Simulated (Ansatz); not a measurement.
# A hypothetical structure for HfN2

This structure for HfN2 is made up. Its elements were placed in a known structure type with a cell scaled to their sizes. What cell does the guess relax to, and how far off was it?

Program: Ansatz 0.2.0. Level of theory: DFT, PBE, plane-wave PAW, files of the set soft_1, scalar-relativistic, no spin, cell and ions relaxed at zero pressure; PAW set soft_1, in the first sound run; inputs show where later runs differ. Results are calculated unless marked as measured.

### Step 1. Set-up

Symmetry: P6/mmm, No. 191, hexagonal system. Conventional cell: a = 3.225 Å, b = 3.225 Å, c = 3.584 Å, α = 90.00°, β = 90.00°, γ = 120.00°. Hf has 12 N at 2.58 Å nearest. N has 3 N at 1.86 Å and 6 Hf at 2.58 Å nearest. Farther neighbours and most contacts between anions are not listed.

### Step 2. Relaxing cell and atoms

The guess takes its coordinates from another compound and its volume from a rule, so the cell and any free coordinates are relaxed together.

The input, input.yaml:

```yaml
crystal:
  lattice:
    - [3.225, 0.0, 0.0]
    - [-1.6125, 2.792931927, 0.0]
    - [0.0, 0.0, 3.584]
  atoms:
    - { symbol: Hf, position: [0.0, 0.0, 0.0] }
    - { symbol: "N", position: [0.666666667, 0.333333333, 0.5] }
    - { symbol: "N", position: [0.333333333, 0.666666667, 0.5] }
kpoints:
  mp_grid: { grid: [9, 9, 8] }
scf:
  occupations: { method: fermi_dirac, width: 0.05 }
hamiltonian:
  xc: pbe
  pseudopotentials: { kind: paw, azcp: { folder: soft_1 } }
relax:
  f_tol: 0.015
  max_steps: 70
  cell: {}
output:
  forces: true
  stress: true
```

Run with:

```bash
> ansatz run input.yaml --threads 4 --pin off --max-ram 8192MiB --backend cpu --events-out ev --progress --plain --runs-dir out
```

Numbers of over 12 decimals in the logs are rounded to 6 here.

Output:

```text
Engine: ansatz 0.2.0, x86_64-unknown-linux-gnu
Pseudopotentials: kind: paw
Pseudopotential: Hf, paw, valence charge 26, recommended cutoff 420 eV (normal), soft_1/Hf.paw.azcp
Pseudopotential: N, paw, valence charge 5, recommended cutoff 420 eV (normal), soft_1/N.paw.azcp
Functional definition: PBE
  parameter kappa = 0.804
  parameter beta = 0.066725
  exchange = pbe_x(kappa = kappa, mu = beta*pi^2/3)
  correlation = pbe_c(beta = beta)
Crystal: 3 atoms, lattice volume = 32.282 Å³
Basis set: ecut = 420 eV, 647 PW (Γ), exchange–correlation on 48×48×48 points (8 copies of the dense FFT grid, shifted against one another)
Bands: 22, of which v1, the nominal top of the filled ones, is band 18 counted from 1 (17 counted from 0)
Symmetry: 24 space group operations
Space group: P6/mmm (ITA 191), of the structure as read, at distance tolerance 3.2e-5 Å
k-points: 60 of 648
Non-local potential: Hf, projectors of the file, l = 0: 3, l = 1: 2, l = 2: 2, l = 3: 3
Non-local potential: N, projectors of the file, l = 0: 2, l = 1: 2, l = 2: 1
PAW form: soft (Blöchl's): semilocal exchange-correlation on the pseudo side does not see the compensation charge
PAW one-centre angular grid: Hf, 590 points (default); XC on 64 Gauss nodes
PAW one-centre angular grid: N, 110 points (default); XC on 64 Gauss nodes
Initial density: superposition of atomic densities (chi_scale 0.1, normalization cell, long waves kept (reshape's long-wave potential 0.00 eV rms))
Initial wavefunctions: pseudopotential atomic-orbital guess
Functional: x = pbe(κ = 0.804, μ = 0.219515), c = pbe(β = 0.066725)
SCF iter   1: F=—  HF=-16488.345194 eV  |F-HF|=—  |Δ(HF+E_count)|=         —  Δρ=1.29e-1  dr2=9.13e0  ethr=3.10e-3  ⟨swp⟩=5.2  Hψ=11409  notcnv=0  defer=4
automatic band count: the SCF goes on with 26 bands, as 22 were too few: the levels above may hold too much charge
preconditioner: auto → none  [metal: Δε(μ)=0.064 eV  Ē_g=19.510 eV  σ=0.050 eV  W_gap=0.31  n_scr=8 (ndim 8)  ℏωp=38.1 eV  f_vac=0.000  D(μ)=1.56/eV (n_scr^D=20)  sad-step TF]
SCF iter   2: F=—  HF=-16487.654165 eV  |F-HF|=—  |Δ(HF+E_count)|=   6.91e-1  Δρ=9.32e-2  dr2=5.26e0  ethr=3.10e-3  ⟨swp⟩=2.0  Hψ=2443  notcnv=0  defer=56
SCF iter   3: F=—  HF=-16486.952208 eV  |F-HF|=—  |Δ(HF+E_count)|=   7.02e-1  Δρ=2.18e-2  dr2=2.09e-1  ethr=3.10e-3  ⟨swp⟩=2.2  Hψ=2802  notcnv=0  defer=56
SCF iter   4: F=—  HF=-16486.792522 eV  |F-HF|=—  |Δ(HF+E_count)|=   1.60e-1  Δρ=1.21e-2  dr2=2.68e-2  ethr=5.81e-4  ⟨swp⟩=2.3  Hψ=3585  notcnv=0  defer=59
SCF iter   5: F=—  HF=-16486.793476 eV  |F-HF|=—  |Δ(HF+E_count)|=   9.53e-4  Δρ=2.26e-3  dr2=2.65e-3  ethr=7.45e-5  ⟨swp⟩=2.6  Hψ=2707  notcnv=0  defer=59
SCF iter   6: F=—  HF=-16486.793124 eV  |F-HF|=—  |Δ(HF+E_count)|=   3.52e-4  Δρ=1.98e-4  dr2=1.13e-5  ethr=7.36e-6  ⟨swp⟩=1.3  Hψ=1607  notcnv=0  defer=59
SCF iter   7: F=—  HF=-16486.793038 eV  |F-HF|=—  |Δ(HF+E_count)|=   8.59e-5  Δρ=7.95e-5  dr2=2.15e-6  ethr=3.13e-8  ⟨swp⟩=2.3  Hψ=2619  notcnv=0  defer=59
SCF iter   8: F=—  HF=-16486.793039 eV  |F-HF|=—  |Δ(HF+E_count)|=   4.14e-7  Δρ=1.87e-5  dr2=1.86e-7  ethr=5.96e-9  ⟨swp⟩=2.6  Hψ=2561  notcnv=0  defer=59
SCF iter   9: F=-16486.793039 eV  HF=-16486.793039 eV  |F-HF|=2.87e-10  |Δ(HF+E_count)|=   3.54e-8  Δρ=1.90e-6  dr2=5.06e-10  ethr=2.78e-10  ⟨swp⟩=5.2  Hψ=5759  notcnv=0
SCF 1 converged in 9 iterations: F = -16486.793039 eV  dr2 = 5.06e-10
  greatest PAW one-centre occupation: 0.998 electrons in one spin orbital (limit 2), on the Hf atom at site 0 (counted from 0), in its partial waves of l = 3
relax step   1: F+E_penalty+E_count = -16486.79303866 eV  Δ(F+E_penalty+E_count) = +0.000e0 eV  max|allowed force component| = 6.415e-16 eV/Å  Δτ_max = 0.0000 Å  P = -5.054 GPa  Ω = 32.282 Å³  (9 SCF iters, dr2 threshold 1.00e-7 eV, accepted)
Crystal: 3 atoms, lattice volume = 31.651 Å³
Basis set: ecut = 420 eV, 635 PW (Γ), exchange–correlation on 48×48×48 points (8 copies of the dense FFT grid, shifted against one another)
Bands: 26, of which v1, the nominal top of the filled ones, is band 18 counted from 1 (17 counted from 0)
Initial density: handed on by an earlier stage of this run
Initial wavefunctions: those handed on with the density
iter 1 solved again at ethr=8.75e-4 eV; its pass at ethr=3.10e-3 eV (dr2=3.15e-1 eV) is discarded
SCF iter   1: F=—  HF=-16487.524866 eV  |F-HF|=—  |Δ(HF+E_count)|=         —  Δρ=2.25e-2  dr2=3.18e-1  ethr=8.75e-4  ⟨swp⟩=2.0  Hψ=9597  notcnv=0
preconditioner: auto → none  [metal: Δε(μ)=0.056 eV  Ē_g=18.730 eV  σ=0.050 eV  W_gap=0.27  n_scr=8 (ndim 8)  ℏωp=38.5 eV  f_vac=0.000  D(μ)=1.48/eV (n_scr^D=20)]
SCF iter   2: F=—  HF=-16487.458572 eV  |F-HF|=—  |Δ(HF+E_count)|=   6.63e-2  Δρ=7.51e-3  dr2=2.88e-2  ethr=8.75e-4  ⟨swp⟩=2.4  Hψ=2423  notcnv=0  defer=1
SCF iter   3: F=—  HF=-16487.455206 eV  |F-HF|=—  |Δ(HF+E_count)|=   3.37e-3  Δρ=1.72e-3  dr2=8.84e-4  ethr=7.99e-5  ⟨swp⟩=2.0  Hψ=2331  notcnv=0  defer=4
SCF iter   4: F=—  HF=-16487.455174 eV  |F-HF|=—  |Δ(HF+E_count)|=   3.17e-5  Δρ=5.82e-4  dr2=1.23e-4  ethr=2.46e-6  ⟨swp⟩=2.0  Hψ=2618  notcnv=0  defer=4
SCF iter   5: F=—  HF=-16487.455130 eV  |F-HF|=—  |Δ(HF+E_count)|=   4.42e-5  Δρ=1.20e-4  dr2=4.59e-6  ethr=3.42e-7  ⟨swp⟩=2.3  Hψ=2745  notcnv=0  defer=4
SCF iter   6: F=—  HF=-16487.455124 eV  |F-HF|=—  |Δ(HF+E_count)|=   5.98e-6  Δρ=4.96e-5  dr2=7.55e-7  ethr=8.33e-10  ⟨swp⟩=6.4  Hψ=7276  notcnv=0
SCF iter   7: F=-16487.455124 eV  HF=-16487.455124 eV  |F-HF|=2.59e-9  |Δ(HF+E_count)|=   2.83e-8  Δρ=1.02e-5  dr2=1.85e-8  ethr=8.33e-10  ⟨swp⟩=4.9  Hψ=5829  notcnv=0
SCF 2 converged in 7 iterations: F = -16487.455124 eV  dr2 = 1.85e-8
  greatest PAW one-centre occupation: 0.999 electrons in one spin orbital (limit 2), on the Hf atom at site 0 (counted from 0), in its partial waves of l = 3
relax step   2: F+E_penalty+E_count = -16487.45512423 eV  Δ(F+E_penalty+E_count) = -6.621e-1 eV  max|allowed force component| = 5.181e-16 eV/Å  Δτ_max = 0.0000 Å  P = -5.132 GPa  Ω = 31.651 Å³  energy of the carried Pulay correction = +1.706e-3 eV  (7 SCF iters, dr2 threshold 3.00e-7 eV, accepted)
Crystal: 3 atoms, lattice volume = 31.003 Å³
Basis set: ecut = 420 eV, 623 PW (Γ), exchange–correlation on 48×48×48 points (8 copies of the dense FFT grid, shifted against one another)
iter 1 solved again at ethr=3.62e-4 eV; its pass at ethr=3.10e-3 eV (dr2=1.30e-1 eV) is discarded
SCF iter   1: F=—  HF=-16488.165294 eV  |F-HF|=—  |Δ(HF+E_count)|=         —  Δρ=1.53e-2  dr2=1.31e-1  ethr=3.62e-4  ⟨swp⟩=1.9  Hψ=10924  notcnv=0
preconditioner: auto → none  [metal: Δε(μ)=0.092 eV  Ē_g=18.949 eV  σ=0.050 eV  W_gap=0.39  n_scr=8 (ndim 8)  ℏωp=38.9 eV  f_vac=0.000  D(μ)=1.04/eV (n_scr^D=8)]
SCF iter   2: F=—  HF=-16488.134776 eV  |F-HF|=—  |Δ(HF+E_count)|=   3.05e-2  Δρ=6.10e-3  dr2=1.87e-2  ethr=3.62e-4  ⟨swp⟩=2.9  Hψ=2511  notcnv=0  defer=1
SCF iter   3: F=—  HF=-16488.132746 eV  |F-HF|=—  |Δ(HF+E_count)|=   2.03e-3  Δρ=1.39e-3  dr2=4.85e-4  ethr=5.19e-5  ⟨swp⟩=2.1  Hψ=2613  notcnv=0  defer=1
SCF iter   4: F=—  HF=-16488.132693 eV  |F-HF|=—  |Δ(HF+E_count)|=   5.24e-5  Δρ=6.58e-4  dr2=1.92e-4  ethr=1.35e-6  ⟨swp⟩=3.2  Hψ=3389  notcnv=0  defer=2
SCF iter   5: F=—  HF=-16488.132596 eV  |F-HF|=—  |Δ(HF+E_count)|=   9.72e-5  Δρ=2.04e-4  dr2=1.34e-5  ethr=5.33e-7  ⟨swp⟩=2.9  Hψ=3110  notcnv=0  defer=2
SCF iter   6: F=—  HF=-16488.132590 eV  |F-HF|=—  |Δ(HF+E_count)|=   6.51e-6  Δρ=5.47e-5  dr2=4.82e-7  ethr=3.71e-8  ⟨swp⟩=3.6  Hψ=3514  notcnv=0  defer=2
SCF iter   7: F=-16488.132590 eV  HF=-16488.132590 eV  |F-HF|=2.74e-9  |Δ(HF+E_count)|=   1.70e-8  Δρ=7.18e-6  dr2=7.51e-9  ethr=8.33e-10  ⟨swp⟩=5.3  Hψ=6129  notcnv=0
SCF 3 converged in 7 iterations: F = -16488.132590 eV  dr2 = 7.51e-9
relax step   3: F+E_penalty+E_count = -16488.13258977 eV  Δ(F+E_penalty+E_count) = -6.775e-1 eV  max|allowed force component| = 7.525e-16 eV/Å  Δτ_max = 0.0000 Å  P = -4.416 GPa  Ω = 31.003 Å³  energy of the carried Pulay correction = +3.465e-3 eV  (7 SCF iters, dr2 threshold 3.00e-7 eV, accepted)
[... from here on, the SCF cycles and remarks between the steps are left out ...]
relax step   4: F+E_penalty+E_count = -16488.62810943 eV  Δ(F+E_penalty+E_count) = -4.955e-1 eV  max|allowed force component| = 2.899e-16 eV/Å  Δτ_max = 0.0000 Å  P = -0.246 GPa  Ω = 30.182 Å³  energy of the carried Pulay correction = +5.587e-3 eV  (7 SCF iters, dr2 threshold 3.00e-7 eV, accepted)
relax step   5: F+E_penalty+E_count = -16488.79210406 eV  Δ(F+E_penalty+E_count) = -1.640e-1 eV  max|allowed force component| = 5.921e-16 eV/Å  Δτ_max = 0.0000 Å  P = +4.685 GPa  Ω = 29.544 Å³  energy of the carried Pulay correction = +7.385e-3 eV  (6 SCF iters, dr2 threshold 3.00e-7 eV, accepted)
relax step   6: F+E_penalty+E_count = -16488.79930198 eV  Δ(F+E_penalty+E_count) = -7.198e-3 eV  max|allowed force component| = 2.776e-16 eV/Å  Δτ_max = 0.0000 Å  P = -1.451 GPa  Ω = 30.296 Å³  energy of the carried Pulay correction = +5.802e-3 eV  (6 SCF iters, dr2 threshold 3.00e-7 eV, accepted)
relax step   7: F+E_penalty+E_count = -16488.80066760 eV  Δ(F+E_penalty+E_count) = -1.366e-3 eV  max|allowed force component| = 5.489e-16 eV/Å  Δτ_max = 0.0000 Å  P = -0.047 GPa  Ω = 30.113 Å³  energy of the carried Pulay correction = +6.163e-3 eV  (6 SCF iters, dr2 threshold 3.00e-7 eV, accepted)
relax step   8: F+E_penalty+E_count = -16488.80068064 eV  Δ(F+E_penalty+E_count) = -1.305e-5 eV  max|allowed force component| = 1.912e-16 eV/Å  Δτ_max = 0.0000 Å  P = -0.001 GPa  Ω = 30.107 Å³  energy of the carried Pulay correction = +6.174e-3 eV  (6 SCF iters, dr2 threshold 1.28e-8 eV, accepted)
relax step   9: F+E_penalty+E_count = -16488.80765658 eV  Δ(F+E_penalty+E_count) = -6.976e-3 eV  max|allowed force component| = 2.714e-16 eV/Å  Δτ_max = 0.0000 Å  P = +0.267 GPa  Ω = 30.107 Å³  stress off target by 5.43e-1 GPa  SCF on the basis re-selected at this cell (its energy is not comparable with the rows above)  (6 SCF iters)
relax step  10: F+E_penalty+E_count = -16488.80771578 eV  Δ(F+E_penalty+E_count) = -5.921e-5 eV  max|allowed force component| = 4.564e-16 eV/Å  Δτ_max = 0.0000 Å  P = +0.005 GPa  Ω = 30.143 Å³  energy of the carried Pulay correction = -5.187e-5 eV  (6 SCF iters, dr2 threshold 3.00e-7 eV, accepted)
iter 1 solved again at ethr=6.16e-9 eV; its pass at ethr=3.10e-3 eV (dr2=2.22e-6 eV) is discarded
SCF iter   1: F=—  HF=-16488.807791 eV  |F-HF|=—  |Δ(HF+E_count)|=         —  Δρ=5.46e-6  dr2=9.52e-10  ethr=6.16e-9  ⟨swp⟩=4.3  Hψ=11811  notcnv=0
SCF iter   2: F=—  HF=-16488.807744 eV  |F-HF|=—  |Δ(HF+E_count)|=   4.65e-5  Δρ=2.97e-6  dr2=3.69e-10  ethr=2.64e-12  ⟨swp⟩=3.3  Hψ=3707  notcnv=0
SCF iter   3: F=—  HF=-16488.807744 eV  |F-HF|=—  |Δ(HF+E_count)|=  9.09e-10  Δρ=1.48e-6  dr2=7.65e-11  ethr=1.03e-12  ⟨swp⟩=2.9  Hψ=2982  notcnv=0
iter 4 did not close the SCF: its close was put off for the readings that it lacked (scf_convergence_deferred on its scf_iter line)
SCF iter   4: F=-16488.807744 eV  HF=-16488.807744 eV  |F-HF|=1.46e-11  |Δ(HF+E_count)|=  3.09e-10  Δρ=5.03e-7  dr2=1.59e-11  ethr=1.00e-12  ⟨swp⟩=2.5  Hψ=2421  notcnv=0
iter 5 did not close the SCF: its close was put off for the readings that it lacked (scf_convergence_deferred on its scf_iter line)
SCF iter   5: F=-16488.807744 eV  HF=-16488.807744 eV  |F-HF|=7.28e-12  |Δ(HF+E_count)|=  2.91e-11  Δρ=1.13e-7  dr2=7.39e-13  ethr=1.00e-12  ⟨swp⟩=1.0  Hψ=1560  notcnv=0
iter 6 did not close the SCF: its close was put off for the readings that it lacked (scf_convergence_deferred on its scf_iter line)
SCF iter   6: F=-16488.807744 eV  HF=-16488.807744 eV  |F-HF|=3.64e-12  |Δ(HF+E_count)|=  7.28e-12  Δρ=2.27e-8  dr2=3.52e-14  ethr=1.00e-12  ⟨swp⟩=1.0  Hψ=1560  notcnv=0
iter 7 did not close the SCF: its close was put off for the readings that it lacked (scf_convergence_deferred on its scf_iter line)
SCF iter   7: F=-16488.807744 eV  HF=-16488.807744 eV  |F-HF|=0.00e0  |Δ(HF+E_count)|=    0.00e0  Δρ=2.84e-9  dr2=7.45e-16  ethr=1.00e-12  ⟨swp⟩=1.0  Hψ=1561  notcnv=0
SCF iter   8: F=-16488.807744 eV  HF=-16488.807744 eV  |F-HF|=0.00e0  |Δ(HF+E_count)|=    0.00e0  Δρ=2.39e-9  dr2=3.38e-16  ethr=1.00e-12  ⟨swp⟩=3.5  Hψ=5477  notcnv=0
SCF 11 converged in 8 iterations: F = -16488.807744 eV  dr2 = 3.38e-16
relax step  11: F+E_penalty+E_count = -16488.80774404 eV  Δ(F+E_penalty+E_count) = -2.825e-5 eV  max|allowed force component| = 4.071e-16 eV/Å  Δτ_max = 0.0000 Å  P = +0.009 GPa  Ω = 30.143 Å³  stress off target by 1.76e-2 GPa  SCF on the basis re-selected at this cell (its energy is not comparable with the rows above)  (8 SCF iters)
basis re-selected at this cell: Δ(F+E_penalty+E_count) = -2.825e-5 eV, ΔP = +0.004 GPa vs the last step (what re-selecting the basis moved, of the pressure what is left beyond the Pulay correction that the steps carried, after the strain that the cell walked since its last selection, with what the two solves' SCF thresholds leave and, on support functions, any second-order correction that the steps lacked; it is no m [...]
SCF converged after 8 iterations
Free energy (F): -16488.807744 eV
Harris-Foulkes:  -16488.807744 eV  (|F-HF|=0.00e0)
Internal energy: -16488.796693 eV  (E = F + TS)
E sigma→0 (E₀):  -16488.802219 eV
Entropy (-TS):   -0.011051 eV (-3.684 meV/atom)
Fermi energy:    19.040341 eV
--- Per-component energies (eV) ---
  E_band       = 87.661006
  E_kinetic    = 654.912590
  E_local      = -6333.375830  (includes V_loc(G=0)·N_el)
  E_nonlocal   = 133.602292
  E_hartree    = 3065.796807
  E_xc         = -383.976109
  E_vxc        = -403.832518  (∫ρ·V_xc dr)
  E_paw        = -7950.657867  (= ΣΔE_a)
  E_vpaw       = -95.240692  (= ΣTr[D̂ρ^β])
  E_aug_tail   = 0.001548  (compensation charges beyond the density's cutoff)
  E_ewald      = -5675.100124
  E_smearing   = -0.011051  (= −TS)
  E_closure    = 0.000000  (closes the sum)
  Σ components = -16488.807744   (vs F -16488.807744, Δ=0.00e0)
--- Forces (eV/Å), atoms counted from 1 ---
  atom   1  Hf     0.00000000     0.00000000     0.00000000
  atom   2  N     -0.00000000    -0.00000000    -0.00000000
  atom   3  N     -0.00000000     0.00000000     0.00000000
  max |Σ_I F_I| component: 9.25e-17 eV/Å
--- Stress (GPa, compression-positive) ---
        0.017564       0.000000       0.000000
        0.000000       0.017564      -0.000000
        0.000000      -0.000000      -0.008902
  P = ⅓ Tr σ = 0.0087 GPa (0.087 kbar)
--- Relaxed structure (9 steps of the walk, 9 accepted, 2 SCFs on fresh bases) ---
  F+E_penalty+E_count = -16488.80774404 eV   max|allowed force component| = 4.071e-16 eV/Å   (the final SCF, on the basis selected at the relaxed cell)
  cell:  # Å, volume = 30.1425 Å³
    - [3.454031, 0, 6.861099471739772e-18]
    - [-1.727015, 2.991278, -3.430549735869889e-18]
    - [7.624862172904489e-18, 0, 2.917402]
  atoms:
    - { symbol: Hf, position: [0, 0, 0] }
    - { symbol: N, position: [0.666667, 0.333333, 0.500000] }
    - { symbol: N, position: [0.333333, 0.666667, 0.500000] }
```

Elapsed: 9.1 s, on 4 threads of Intel Xeon Platinum 8375C at 2.90GHz (Ice Lake), shared host; peak memory 0.41 GiB; 30 s of CPU time.

Relaxation path:

```csv
step,energy less that of the first step (eV),largest force component (eV/Å),pressure (GPa),volume (Å³)
1,0.0000,0.0000,-5.05,32.28
2,-0.6621,0.0000,-5.13,31.65
3,-1.3396,0.0000,-4.42,31.00
4,-1.8351,0.0000,-0.25,30.18
5,-1.9991,0.0000,4.68,29.54
6,-2.0063,0.0000,-1.45,30.30
7,-2.0076,0.0000,-0.05,30.11
8,-2.0076,0.0000,0.00,30.11
9*,-2.0146,0.0000,0.27,30.11
10,-2.0147,0.0000,0.00,30.14
11*,-2.0147,0.0000,0.01,30.14
```

Relaxation steps marked * repeat the geometry before them on a plane-wave basis chosen anew for their cell, so energy and pressure can jump there.

Forces are held to the 24 operations that the run works with; a distortion that breaks them can't arise in this run.

```csv
cell as run,before,after,change
a (Å),3.225,3.454,+7.1 %
b (Å),3.225,3.454,+7.1 %
c (Å),3.584,2.917,-18.6 %
volume (Å³/atom),10.76,10.05,-6.6 %
```

The relaxed structure:

```xyz
3
Lattice="3.4540 0.0000 0.0000 -1.7270 2.9913 0.0000 0.0000 0.0000 2.9174" Properties=species:S:1:pos:R:3 pbc="T T T"
Hf    0.0000    0.0000    0.0000
N     1.7270    0.9971    1.4587
N     0.0000    1.9942    1.4587
```

This step gave:

- free energy: -16488.8077 eV
- energy at zero smearing: -16488.8022 eV
- smearing term TS: 0.01105 eV
- Fermi energy: 19.04 eV
- electrons: 36
- symmetry operations: 24
- pressure: 0.008742 GPa

Shortest distances by pair of elements, guess and relaxed (not always the same contact):

```csv
pair,guess (Å),relaxed (Å)
N–N,1.862,1.994
Hf–N,2.584,2.471
Hf–Hf,3.225,2.917
```

The relaxation ends with a pressure of 0.01 GPa.

(Part 1 of 2 ends here.)

[Logs are printed without paths, hosts, clocks, repeated set-up lines and the standing remarks that a program may print on its own settings, such as how far it seeks lower states.]

[Hosts, paths, dates, database ids (printed as entryN), source tags and the programs' standing remarks are cut or masked in the printed files.]
